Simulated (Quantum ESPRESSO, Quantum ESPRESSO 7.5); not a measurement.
## Li(100), 5 layers: k-mesh convergence

Aim: how far one choice must go before the vacuum level and the energy of Li(100), 5 layers stand still, and what it costs.

Program: Quantum ESPRESSO 7.5. Level of theory: plane-wave DFT, PBE, GBRV ultrasoft pseudopotentials. Results are calculated unless marked as measured.

### Step 1. Starting point

The cell holds 5 atoms: 5 Li. Its edges and angles: a = 3.490 Å, b = 3.490 Å, c = 22.980 Å, α = 90.0°, β = 90.0°, γ = 90.0°. It derives from Li. Vacuum lies along c.

### Step 2. SCF with pw.x: 19×19×1 points

The first run is the reference of the series.

c0.in reads:

```
&control
  prefix = 'c0'
  outdir = './out'
  pseudo_dir = './pseudo'
  calculation = 'scf'
  tprnfor = .true.
/
&system
  ibrav = 0
  nat = 5
  ntyp = 1
  ecutwfc = 40
  ecutrho = 200
  occupations = 'smearing'
  smearing = 'mv'
  degauss = 0.02
  assume_isolated = 'esm'
  esm_bc = 'bc1'
/
&electrons
  conv_thr = 1e-07
  mixing_beta = 0.4
  electron_maxstep = 120
  mixing_mode = 'local-TF'
/
ATOMIC_SPECIES
  Li  6.9400  li_pbe_v1.4.uspp.F.UPF
CELL_PARAMETERS angstrom
  3.49000000000000 0.00000000000000 0.00000000000000
  0.00000000000000 3.49000000000000 0.00000000000000
  0.00000000000000 0.00000000000000 22.98000000000000
ATOMIC_POSITIONS crystal
  Li  0.000000000000 0.000000000000 -0.151871192341
  Li  0.500000000000 0.500000000000 -0.075935596171
  Li  0.000000000000 0.000000000000 0.000000000000
  Li  0.500000000000 0.500000000000 0.075935596171
  Li  0.000000000000 0.000000000000 0.151871192341
K_POINTS automatic
  19 19 1 0 0 0
```

The run is started by

```
$ OMP_NUM_THREADS=1 mpirun -n 4 pw.x -nk 4 -in c0.in > c0.out
```

Output:

```text
Program PWSCF v.7.5 starts
[citation notice left out]

     Parallel version (MPI & OpenMP), running on       4 processor cores
     Number of MPI processes:                 4
     Threads/MPI process:                     1

     MPI processes distributed on     1 nodes
[...]
Current dimensions of program PWSCF are:
     Max number of different atomic species (ntypx) = 10
     Max number of k-points (npk) =  40000
     Max angular momentum in pseudopotentials (lmaxx) =  4
     Message from routine setup:
     using ibrav=0 with symmetry is DISCOURAGED, use correct ibrav instead

     K-points division:     npool     =       4
     Subspace diagonalization in iterative solution of the eigenvalue problem:
     a serial algorithm will be used

     G-vector sticks info
     --------------------
     sticks:   dense  smooth     PW     G-vecs:    dense   smooth      PW
     Sum         681     553    177                90131    64543   10873

     Using Slab Decomposition

     bravais-lattice index     =            0
     lattice parameter (alat)  =       6.5951  a.u.
     unit-cell volume          =    1888.8500 (a.u.)^3
     number of atoms/cell      =            5
     number of atomic types    =            1
     number of electrons       =        15.00
     number of Kohn-Sham states=           12
     kinetic-energy cutoff     =      40.0000  Ry
     charge density cutoff     =     200.0000  Ry
     scf convergence threshold =      1.0E-07
     mixing beta               =       0.4000
     number of iterations used =            8  local-TF  mixing
     Exchange-correlation=  SLA  PW   PBX  PBC
                           (   1   4   3   4   0   0   0)

     Effective Screening Medium Method
     =================================
     Boundary Conditions: Vacuum-Slab-Vacuum
     total charge in unit cell        =   0.0000
     grid points for fit at edges     =        4

     celldm(1)=   6.595144  celldm(2)=   0.000000  celldm(3)=   0.000000
     celldm(4)=   0.000000  celldm(5)=   0.000000  celldm(6)=   0.000000

     crystal axes: (cart. coord. in units of alat)
               a(1) = (   1.000000   0.000000   0.000000 )
               a(2) = (   0.000000   1.000000   0.000000 )
               a(3) = (   0.000000   0.000000   6.584527 )

     reciprocal axes: (cart. coord. in units 2 pi/alat)
               b(1) = (  1.000000  0.000000  0.000000 )
               b(2) = (  0.000000  1.000000  0.000000 )
               b(3) = (  0.000000  0.000000  0.151871 )

     PseudoPot. # 1 for Li read from file:
     ./pseudo/li_pbe_v1.4.uspp.F.UPF
     Pseudo is Ultrasoft, Zval =  3.0
     Generated by new atomic code, or converted to UPF format
     Using radial grid of  751 points,  5 beta functions with:
                l(1) =   0
                l(2) =   0
                l(3) =   0
                l(4) =   1
                l(5) =   1
     Q(r) pseudized with 10 coefficients,  rinner =    1.150   1.150   1.150

     atomic species   valence    mass     pseudopotential
     Li                3.00     6.94000     Li( 1.00)

     16 Sym. Ops., with inversion, found

   Cartesian axes

     site n.     atom                  positions (alat units)
         1        Li     tau(   1) = (   0.0000000   0.0000000  -1.0000000  )
         2        Li     tau(   2) = (   0.5000000   0.5000000  -0.5000000  )
         3        Li     tau(   3) = (   0.0000000   0.0000000   0.0000000  )
         4        Li     tau(   4) = (   0.5000000   0.5000000   0.5000000  )
         5        Li     tau(   5) = (   0.0000000   0.0000000   1.0000000  )

     number of k points=    55  Marzari-Vanderbilt smearing, width (Ry)=  0.0200
                       cart. coord. in units 2pi/alat
        k(    1) = (   0.0000000   0.0000000   0.0000000), wk =   0.0055402
        k(    2) = (   0.0000000   0.0526316   0.0000000), wk =   0.0221607
        k(    3) = (   0.0000000   0.1052632   0.0000000), wk =   0.0221607
        k(    4) = (   0.0000000   0.1578947   0.0000000), wk =   0.0221607
        k(    5) = (   0.0000000   0.2105263   0.0000000), wk =   0.0221607
        k(    6) = (   0.0000000   0.2631579   0.0000000), wk =   0.0221607
        k(    7) = (   0.0000000   0.3157895   0.0000000), wk =   0.0221607
        k(    8) = (   0.0000000   0.3684211   0.0000000), wk =   0.0221607
        k(    9) = (   0.0000000   0.4210526   0.0000000), wk =   0.0221607
        k(   10) = (   0.0000000   0.4736842   0.0000000), wk =   0.0221607
[...]
k(   55) = (   0.4736842   0.4736842   0.0000000), wk =   0.0221607

     Dense  grid:    90131 G-vectors     FFT dimensions: (  30,  30, 200)

     Smooth grid:    64543 G-vectors     FFT dimensions: (  27,  27, 180)

     Estimated max dynamical RAM per process >     115.96 MB

     Estimated total dynamical RAM >     397.84 MB

     Initial potential from superposition of free atoms

     starting charge      12.7463, renormalised to      15.0000

     negative rho (up, down):  1.172E-04 0.000E+00
     Starting wfcs are   25 randomized atomic wfcs

     total cpu time spent up to now is        2.6 secs

     per-process dynamical memory:    72.9 Mb

     Self-consistent Calculation

     iteration #  1     ecut=    40.00 Ry     beta= 0.40
     Davidson diagonalization with overlap
     ethr =  1.00E-02,  avg # of iterations =  2.0

     negative rho (up, down):  1.184E-03 0.000E+00

     total cpu time spent up to now is        4.2 secs

     total energy              =     -72.59028934 Ry
     estimated scf accuracy    <       0.87086193 Ry

     iteration #  2     ecut=    40.00 Ry     beta= 0.40
[...]
negative rho (up, down):  4.057E-03 0.000E+00

[...]
total energy              =     -72.25653596 Ry
     estimated scf accuracy    <       0.48022626 Ry

     iteration #  3     ecut=    40.00 Ry     beta= 0.40
[...]
negative rho (up, down):  4.138E-03 0.000E+00

[...]
total energy              =     -72.27384764 Ry
     estimated scf accuracy    <       0.02301860 Ry

     iteration #  4     ecut=    40.00 Ry     beta= 0.40
[...]
c_bands:  1 eigenvalues not converged
     c_bands:  1 eigenvalues not converged
[...]
negative rho (up, down):  3.680E-03 0.000E+00

[...]
total energy              =     -72.30424651 Ry
     estimated scf accuracy    <       0.00408179 Ry

     iteration #  5     ecut=    40.00 Ry     beta= 0.40
[...]
c_bands:  1 eigenvalues not converged
     c_bands:  1 eigenvalues not converged
     c_bands:  1 eigenvalues not converged
     c_bands:  1 eigenvalues not converged
[...]
negative rho (up, down):  3.119E-03 0.000E+00

[...]
total energy              =     -72.30674998 Ry
     estimated scf accuracy    <       0.00023130 Ry

     iteration #  6     ecut=    40.00 Ry     beta= 0.40
[...]
c_bands:  2 eigenvalues not converged
     c_bands:  3 eigenvalues not converged
     c_bands:  4 eigenvalues not converged
     c_bands:  2 eigenvalues not converged
     c_bands:  4 eigenvalues not converged
     c_bands:  2 eigenvalues not converged
     c_bands:  3 eigenvalues not converged
     c_bands:  1 eigenvalues not converged
     c_bands:  4 eigenvalues not converged
     c_bands:  3 eigenvalues not converged
     c_bands:  3 eigenvalues not converged
     c_bands:  2 eigenvalues not converged
[...]
negative rho (up, down):  3.399E-03 0.000E+00

[...]
total energy              =     -72.30767694 Ry
     estimated scf accuracy    <       0.00022548 Ry

     iteration #  7     ecut=    40.00 Ry     beta= 0.40
[...]
c_bands:  1 eigenvalues not converged
     c_bands:  1 eigenvalues not converged
     c_bands:  2 eigenvalues not converged
     c_bands:  2 eigenvalues not converged
     c_bands:  1 eigenvalues not converged
     c_bands:  1 eigenvalues not converged
     c_bands:  2 eigenvalues not converged
     c_bands:  1 eigenvalues not converged
     c_bands:  1 eigenvalues not converged
[...]
negative rho (up, down):  9.289E-04 0.000E+00

[...]
total energy              =     -72.30761848 Ry
     estimated scf accuracy    <       0.00034477 Ry

     iteration #  8     ecut=    40.00 Ry     beta= 0.40
[...]
c_bands:  1 eigenvalues not converged
     c_bands:  1 eigenvalues not converged
     c_bands:  1 eigenvalues not converged
     c_bands:  1 eigenvalues not converged
     c_bands:  1 eigenvalues not converged
     c_bands:  1 eigenvalues not converged
     c_bands:  1 eigenvalues not converged
     c_bands:  1 eigenvalues not converged
[...]
negative rho (up, down):  5.829E-04 0.000E+00

[...]
total energy              =     -72.30765996 Ry
     estimated scf accuracy    <       0.00000597 Ry

     iteration #  9     ecut=    40.00 Ry     beta= 0.40
[...]
c_bands:  1 eigenvalues not converged
     c_bands:  4 eigenvalues not converged
     c_bands:  1 eigenvalues not converged
[...]
negative rho (up, down):  3.830E-04 0.000E+00

[...]
total energy              =     -72.30769440 Ry
     estimated scf accuracy    <       0.00000258 Ry

     iteration # 10     ecut=    40.00 Ry     beta= 0.40
[...]
negative rho (up, down):  3.010E-05 0.000E+00

[...]
total energy              =     -72.30771998 Ry
     estimated scf accuracy    <       0.00000118 Ry

     iteration # 11     ecut=    40.00 Ry     beta= 0.40
[...]
c_bands:  1 eigenvalues not converged
     c_bands:  1 eigenvalues not converged
[...]
negative rho (up, down):  7.270E-06 0.000E+00

[...]
total energy              =     -72.30772485 Ry
     estimated scf accuracy    <       0.00000015 Ry

     iteration # 12     ecut=    40.00 Ry     beta= 0.40
[...]
negative rho (up, down):  9.877E-06 0.000E+00

[...]
End of self-consistent calculation

          k = 0.0000 0.0000 0.0000 (  8079 PWs)   bands (ev):

   -50.2655 -50.2655 -49.5403 -49.5154 -49.5123  -6.2164  -5.4834  -4.3007
    -3.0232  -1.7726  -0.4236  -0.1399

          k = 0.0000 0.0526 0.0000 (  8105 PWs)   bands (ev):

   -50.2654 -50.2654 -49.5402 -49.5154 -49.5123  -6.1906  -5.4575  -4.2743
    -2.9957  -1.7445  -0.3959  -0.1114

          k = 0.0000 0.1053 0.0000 (  8111 PWs)   bands (ev):

   -50.2653 -50.2653 -49.5398 -49.5153 -49.5125  -6.1131  -5.3797  -4.1954
    -2.9142  -1.6617  -0.3168  -0.0160

          k = 0.0000 0.1579 0.0000 (  8105 PWs)   bands (ev):

   -50.2652 -50.2652 -49.5393 -49.5151 -49.5128  -5.9837  -5.2502  -4.0651
    -2.7821  -1.5322  -0.2003   0.1163

          k = 0.0000 0.2105 0.0000 (  8103 PWs)   bands (ev):

   -50.2650 -50.2650 -49.5386 -49.5150 -49.5131  -5.8023  -5.0693  -3.8853
    -2.6077  -1.3866  -0.1366  -0.1070

          k = 0.0000 0.2632 0.0000 (  8089 PWs)   bands (ev):

   -50.2648 -50.2648 -49.5378 -49.5148 -49.5135  -5.5685  -4.8375  -3.6600
    -2.4119  -1.3971  -0.6032  -0.2361

[...]
the Fermi energy is    -2.9291 ev

!    total energy              =     -72.30772430 Ry
     estimated scf accuracy    <       0.00000007 Ry
     smearing contrib. (-TS)   =      -0.00100607 Ry
     internal energy E=F+TS    =     -72.30671822 Ry

     The total energy is F=E-TS. E is the sum of the following terms:
     one-electron contribution =     304.63462218 Ry
     hartree contribution      =    -160.62003552 Ry
     xc contribution           =     -16.77015009 Ry
     ewald contribution        =    -199.55115479 Ry

     convergence has been achieved in  12 iterations

     Forces acting on atoms (cartesian axes, Ry/au):

     atom    1 type  1   force =     0.00000000    0.00000000   -0.00014378
     atom    2 type  1   force =     0.00000000    0.00000000    0.00314074
     atom    3 type  1   force =     0.00000000    0.00000000    0.00000000
     atom    4 type  1   force =     0.00000000    0.00000000   -0.00314074
     atom    5 type  1   force =     0.00000000    0.00000000    0.00014378

     Total force =     0.004446     Total SCF correction =     0.000038

[...]
=------------------------------------------------------------------------------=
   JOB DONE.
=------------------------------------------------------------------------------=
[...]
```

Wall time 35 s (4 MPI ranks of Intel Xeon 6975P-C (Granite Rapids), shared host); peak memory 0.54 GiB.

Numbers from this step:

* free energy: -983.7967 eV
* Fermi energy: -2.929 eV
* vacuum line at the lower end of the cell, over the Fermi level: 2.929 eV
* vacuum line at the upper end of the cell, over the Fermi level: 2.929 eV

The potential energy, planar mean oscillates, so the rows of the table below give means over windows of 1.72 Å about each position, cut where the curve ends. Its maxima inside the range that stand out by 2 % of the span (Å: eV): -2.6: 0.609, -0.9: 0.672, 0.9: 0.672, 2.6: 0.609. Its minima: -3.5: -1.21, -1.7: -0.853, 0.0: -0.841, 1.7: -0.853, 3.5: -1.21.

Electrostatic potential energy of an electron; zero at the Fermi level. Potential energy, planar mean against z; means over each step:

| z (Å) | potential energy, planar mean (eV) |
| --- | --- |
| -10.63 | 2.93 |
| -8.91 | 2.93 |
| -7.19 | 2.91 |
| -5.47 | 2.56 |
| -3.75 | -0.175 |
| -2.03 | -0.173 |
| -0.31 | -0.138 |
| 1.41 | -0.147 |
| 3.13 | -0.356 |
| 4.85 | 1.88 |
| 6.57 | 2.88 |
| 8.29 | 2.93 |
| 10.01 | 2.93 |

The program's own clock; routines nest. Time by routine:

| routine | wall time (s) | calls |
| --- | --- | --- |
| PWSCF | 34.4 | 1 |
| electrons | 31.63 | 1 |
| c_bands | 25.06 | 12 |
| cegterg | 21.17 | 168 |
| h_psi | 17.29 | 1907 |
| vloc_psi | 14.71 | 1907 |
| fftw | 14.02 | 21362 |
| mix_rho | 3.26 | 12 |
| init_run | 2.5 | 1 |
| sum_band | 2.47 | 12 |
| ffts | 1.91 | 1378 |
| calbec | 1.6 | 2131 |
| h_psi:calbec | 1.34 | 1907 |
| add_vuspsi | 1.13 | 1907 |

The vacuum levels are read from the outermost 0.7 Å of the cell on either side.

The run needed 12 iterations to bring the estimated error under 1e-07 Ry; the largest force on any atom, held or free, is 0.08 eV/Å.

Inside the slab this potential holds the local part of the pseudopotentials, which can be repulsive at the nuclei; only its value in the vacuum has a meaning of its own.

### Step 3. SCF with pw.x: 13×13×1 points

c1.in, as its differences from the input of step 2:

```diff
@@ -1,3 +1,3 @@
 &control
-  prefix = 'c0'
+  prefix = 'c1'
   outdir = './out'
@@ -38,2 +38,2 @@
 K_POINTS automatic
-  19 19 1 0 0 0
+  13 13 1 0 0 0
```

The run is started by

```
$ OMP_NUM_THREADS=1 mpirun -n 4 pw.x -nk 4 -in c1.in > c1.out
```

Output:

```text
[banner, memory and clock lines left out]
Program PWSCF v.7.5 starts
[...]
Message from routine setup:
[...]
number of electrons       =        15.00
     number of Kohn-Sham states=           12
     kinetic-energy cutoff     =      40.0000  Ry
     charge density cutoff     =     200.0000  Ry
[...]
number of k points=    28  Marzari-Vanderbilt smearing, width (Ry)=  0.0200
[...]
Dense  grid:    90131 G-vectors     FFT dimensions: (  30,  30, 200)
[...]
negative rho (up, down):  1.172E-04 0.000E+00
     Starting wfcs are   25 randomized atomic wfcs
[...]
negative rho (up, down):  1.085E-03 0.000E+00
[...]
estimated scf accuracy    <       0.86766112 Ry
[...]
negative rho (up, down):  3.635E-03 0.000E+00
[...]
estimated scf accuracy    <       0.47988090 Ry
[...]
negative rho (up, down):  3.288E-03 0.000E+00
[...]
estimated scf accuracy    <       0.02061597 Ry
[...]
negative rho (up, down):  2.519E-03 0.000E+00
[...]
estimated scf accuracy    <       0.00425576 Ry
[...]
negative rho (up, down):  1.958E-03 0.000E+00
[...]
estimated scf accuracy    <       0.00024870 Ry
[...]
negative rho (up, down):  2.280E-03 0.000E+00
[...]
estimated scf accuracy    <       0.00024709 Ry
[...]
negative rho (up, down):  3.600E-04 0.000E+00
[...]
estimated scf accuracy    <       0.00042711 Ry
[...]
negative rho (up, down):  2.987E-04 0.000E+00
[...]
estimated scf accuracy    <       0.00002752 Ry
[...]
negative rho (up, down):  2.466E-04 0.000E+00
[...]
estimated scf accuracy    <       0.00002068 Ry
[...]
negative rho (up, down):  4.138E-07 0.000E+00
[...]
estimated scf accuracy    <       0.00002022 Ry
[...]
estimated scf accuracy    <       0.00000714 Ry
[...]
negative rho (up, down):  1.168E-07 0.000E+00
[...]
estimated scf accuracy    <       0.00000080 Ry
[...]
negative rho (up, down):  8.907E-07 0.000E+00
[...]
estimated scf accuracy    <       0.00000032 Ry
[...]
negative rho (up, down):  9.801E-06 0.000E+00
[...]
the Fermi energy is    -2.9279 ev
!    total energy              =     -72.30805970 Ry
     estimated scf accuracy    <       0.00000007 Ry
     smearing contrib. (-TS)   =      -0.00052786 Ry
     internal energy E=F+TS    =     -72.30753185 Ry
[...]
one-electron contribution =     304.63806679 Ry
     hartree contribution      =    -160.62425896 Ry
     xc contribution           =     -16.77018489 Ry
     ewald contribution        =    -199.55115479 Ry
     convergence has been achieved in  14 iterations
[...]
Total force =     0.004444     Total SCF correction =     0.000186
[...]
```

The job ended after 22 s (4 MPI ranks; peak memory 0.5 GiB).

This step gave:

```
free energy                                                    : -983.8013 eV
Fermi energy                                                   : -2.928 eV
vacuum line at the lower end of the cell, over the Fermi level : 2.928 eV
vacuum line at the upper end of the cell, over the Fermi level : 2.928 eV
```

The program's own clock; routines nest. Time by routine:

| routine | wall time (s) | calls |
| --- | --- | --- |
| PWSCF | 20.87 | 1 |
| electrons | 18.57 | 1 |
| c_bands | 12.39 | 14 |
| cegterg | 10.06 | 100 |
| h_psi | 8.14 | 884 |
| vloc_psi | 6.92 | 884 |
| fftw | 6.62 | 11174 |
| mix_rho | 3.67 | 14 |
| ffts | 2.05 | 1628 |
| init_run | 1.87 | 1 |
| sum_band | 1.57 | 14 |
| calbec | 0.77 | 1010 |
| potinit | 0.74 | 1 |
| hinit0 | 0.64 | 1 |

Counted from each run's own zero (the Fermi level), the vacuum level differs from the first run's by -1 meV.

[end of part 1 of 2]

[Logs are printed without paths, hosts, clocks, repeated set-up lines and the standing remarks that a program may print on its own settings, such as how far it seeks lower states.]

[Hosts, paths, dates, database ids (printed as entryN), source tags and the programs' standing remarks are cut or masked in the printed files.]

[Maps of the electrostatic potential energy from Ansatz leave out the sawtooth potential of an applied field or a dipole correction, so their vacuum need not be flat; planar profiles and work functions include it.]
